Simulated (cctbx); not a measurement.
# Symmetry from intensities

Cell: a = 7.2880 Å, b = 10.2140 Å, c = 6.8210 Å, α = 90.00°, β = 90.00°, γ = 90.00°. Expected content of the cell: Pt4 Pr12.

Simulated single-crystal data (cctbx): Mo Kα, λ = 0.71073 Å, to d = 0.75 Å, 80 % of the full sphere, strongest reflection 5000 counts, noise from counting, a 4 % proportional error and a noise floor of 4 counts (s.d.); no absorption.

Tests on the unmerged data give:

```text
4022 reflections to d = 0.751 A
centring   violations  <I/sigma> of those
    A       1234 of  2005      7.4
    B       1243 of  2019      7.5
    C       1351 of  2024      7.7
    I       1204 of  1978      7.2
    R       1712 of  2705      7.5
    F       1914 of  3024      7.5
Laue class    unique    Rint  (classes that these axes allow; Friedel mates merged)
P -1             2426   0.043
P 1 2/m 1        1328   0.049
P 1 1 2/m        1362   0.049
P 2/m 1 1        1349   0.049
P m m m           772   0.053
space group    extra absences  I>4sigma  <I/sigma>
P 2 2 2                 0          0         -  acentric
P 2 2 21                6          0      -0.1  acentric
P 21 2 2                7          0       0.0  acentric
P 2 21 2               12          0       0.3  acentric
P 21 21 2              19          0       0.2  acentric
P 2 21 21              18          0       0.2  acentric
P 21 2 21              13          0      -0.0  acentric
P 21 21 21             25          0       0.1  acentric
P m m 2                 0          0         -  acentric
P 2 m m                 0          0         -  acentric
P m 2 m                 0          0         -  acentric
P 21 m a              173          0       0.1  acentric
P m 2 a               173          0       0.1  acentric
P n m 21              153          0      -0.0  acentric
P n 21 m              153          0      -0.0  acentric
P n 21 a              326          0       0.0  acentric
P m m m                 0          0         -  centric
P m m a               173          0       0.1  centric
P n m m :1            153          0      -0.0  centric
P n m m :2            153          0      -0.0  centric
P n m a               326          0       0.0  centric
Wilson B = 1.64 A^2   <|E^2-1|> = 0.853 (0.968 centric, 0.736 acentric)   E^2>4: 1.8 %
shell (A)         n   <I/sigma>
10.21 - 1.50    116     19.1
 1.50 - 1.19     98     20.0
 1.19 - 1.04     94     17.3
 1.04 - 0.95     97     15.0
 0.95 - 0.88     95     15.1
 0.88 - 0.83     91     14.5
 0.83 - 0.79     90      9.6
 0.79 - 0.75     91     11.6
```

Q: Read the symmetry from these tables.

Every centring test has many violations, so the lattice is primitive.

Rint stays low (0.043 to 0.053) up to P m m m, the highest class in these axes.

21 settings pass the absence test. The most absences obeyed, 326, belong to P n 21 a and P n m a, which absences can't tell apart.

⟨|E²−1|⟩ = 0.853 lies between the two ideal values. The Wilson B of 1.64 Å² means U ≈ 0.0208 Å².

The true group is Pnma (no. 62), Laue class mmm, centrosymmetric. The tables only narrow the choice to the tied entries; cell content, site symmetry and trial solutions must settle it.

The model was made for the exercise: a known structure type with other elements put in, its volume estimated, not relaxed; displacement parameters are assumed.

[Logs are printed without paths, hosts, clocks, repeated set-up lines and the standing remarks that a program may print on its own settings, such as how far it seeks lower states.]
